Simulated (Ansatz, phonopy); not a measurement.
# Ag (Silver, Fm-3m): a volume series of phonon spectra, part 4 of 4

Wanted: mode Grüneisen parameters of Ag (Silver) and a free-energy fit over volumes.

Ansatz 0.2.0; DFT PBEsol, scalar-relativistic, plane waves, PAW; PAW set soft_1.

So far. Step 14 (A cell at another volume, V/V0 1.05): The run ends at a pressure of -5.08 GPa. Step 15 (Lattice dynamics at this volume, V/V0 1.05): No mode is imaginary beyond numerical noise at the solved wavevectors.

### 16. Mode Grüneisen parameters (continued)

Volume series, by row:

```
 V/V0  V (Å³/atom)  pressure (GPa)  E - E0 (meV/atom)  gap (eV)  zero-point energy (meV/atom)  lowest on the path (cm⁻¹)  highest at Gamma without the LO-TO term (cm⁻¹)
 0.97        16.17           3.963              6.009         0                         23.08                          0                                               -
0.985        16.42           1.883              1.458         0                         22.23                          0                                               -
    1        16.67          -0.001                  0         0                         21.41                          0                                               -
1.015        16.92          -1.708              1.342         0                         20.62                          0                                               -
 1.03        17.17          -3.252              5.216         0                         19.84                          0                                               -
 1.05         17.5          -5.082              13.92         0                         18.84                          0                                               -
```

Grüneisen at points, by row:

```
point  branch  frequency (cm⁻¹)  mode Grüneisen parameter
    X       1             117.7                      2.35
    X       3               176                      2.66
    U       1             105.5                      2.28
    U       2             137.8                       2.7
    U       3             159.7                      2.69
    K       1             105.5                      2.28
    K       2             137.8                       2.7
    K       3             159.7                      2.69
    L       1              78.7                      2.04
    L       3             178.2                      2.73
    W       1             113.9                       2.6
    W       2             146.8                      2.69
```

### 17. Free-energy fit

Numbers from this step:

| Quantity | Value |
| --- | --- |
| volume expansion coefficient at 300 K | 55.95 1e-6/K |
| isothermal bulk modulus at 300 K | 107.5 GPa |
| C_P at 300 K | 25.37 J/mol-atom/K |
| Grüneisen parameter at 300 K | 2.525 |

The energy (each curve on its own zero) by volume; values in meV/atom:

```
volume (Å³/atom)  static  F at 0 K  F at 300 K  F at 1300 K
          16.166    6.01      8.08        13.5         37.8
          16.416    1.46      2.69        6.07         20.9
          16.666       0      0.41        1.67         7.11
          16.916    1.34      0.96        0.06        -4.03
          17.166    5.22      4.05        0.96        -12.8
          17.500    13.9      11.8        5.64        -21.1
```

Phonopy-qha, vinet fit of F(V) at each temperature; no electronic free energy. Qha vinet, by row:

```
T (K)  fitted volume (Å³/atom)  alpha_V (1e-6/K)  B_T (GPa)  C_P (J/mol-atom/K)  Grueneisen
  100                    16.78             41.51      115.4               20.09       2.436
  150                    16.81             48.46      113.6               22.95       2.478
  200                    16.86             51.87      111.6               24.19       2.497
  250                     16.9             54.13      109.6               24.89       2.512
  300                    16.95             55.95      107.5               25.37       2.525
  350                       17              57.6      105.5               25.76       2.539
  400                    17.05             59.19      103.3                26.1       2.553
  450                     17.1             60.79      101.2               26.42       2.567
  500                    17.15             62.44      98.99               26.73       2.582
  550                     17.2             64.15      96.76               27.05       2.597
  600                    17.26             65.96      94.49               27.37       2.613
  650                    17.32             67.87      92.19               27.71       2.629
```

Table of volume expansion coefficient, phonopy-qha, Vinet by temperature:

```
temperature (K)  volume expansion coefficient, phonopy-qha, Vinet (1e-6/K)
             75                                                       34.4
            100                                                       41.5
            125                                                       45.7
            150                                                       48.5
            175                                                       50.4
            200                                                       51.9
            225                                                       53.1
            250                                                       54.1
            275                                                       55.1
            300                                                       56.0
            325                                                       56.8
            350                                                       57.6
            375                                                       58.4
            400                                                       59.2
            425                                                       60.0
            450                                                       60.8
            475                                                       61.6
            500                                                       62.4
            525                                                       63.3
            550                                                       64.2
            575                                                       65.0
            600                                                       66.0
            625                                                       66.9
            650                                                       67.9
```

The fit gives a volume expansion of 56.0 × 10⁻⁶/K at 300 K.

### 18. Summary of results

| Quantity | Value |
| --- | --- |
| volume expansion coefficient at 300 K | 55.95 1e-6/K |
| isothermal bulk modulus at 300 K | 107.5 GPa |
| C_P at 300 K | 25.37 J/mol-atom/K |
| Grüneisen parameter at 300 K | 2.525 |
| mean mode Grüneisen parameter at 300 K | 2.46 |

What this shows: Near room temperature Ag (Silver) expands by 56.0 × 10⁻⁶/K in volume by PBEsol, with C_P = 25.4 J/(mol K) per mole of atoms and B_T = 108 GPa. The table stops at 650 K because beyond it the fitted volume comes within 1 % of the largest computed cell, where the fit loses its support. C_P at room temperature is 102 % of the classical 3R an atom. The fit leaves out the electrons' free energy, which adds to C_P and to the expansion of a metal at high temperature. The heat-capacity-weighted Grüneisen parameter goes from 2.38 at 50 K to 2.46 at 800 K. Weighting γ by the density of states and each mode's heat capacity at 300 K, modes below 60 cm⁻¹ give about 5 % of the sum of γC that drives the expansion, those up to 120 cm⁻¹ 50 % and the rest 45 %. Among the labelled points γ is largest for branch 3 at L (178 cm⁻¹, 2.7) and smallest for branch 1 at L (78.7 cm⁻¹, 2.0). The PAW files were made for PBE and are used here under another functional, for which the program regenerates the frozen cores.

Calculation against experiment:

| quantity | measured | PBEsol |
| --- | --- | --- |
| lattice constant a (Å) | 4.084 | 4.055 (-0.7 %) |

Measured values from pmc:6696329 (2019).

How well it matches: The lattice constant a is off by -0.7 %: fair agreement. The grades are ours: good and fair within 0.7 and 1.5 % for the lattice constant a. Zero-point motion and thermal expansion are not in the computed lattice constants.

[Logs are printed without paths, hosts, clocks, repeated set-up lines and the standing remarks that a program may print on its own settings, such as how far it seeks lower states.]

[Hosts, paths, dates, database ids (printed as entryN), source tags and the programs' standing remarks are cut or masked in the printed files.]

[A step with changed settings may run another functional than the one named; its input shows which.]

[Of the runs on displaced cells, only some may be shown.]
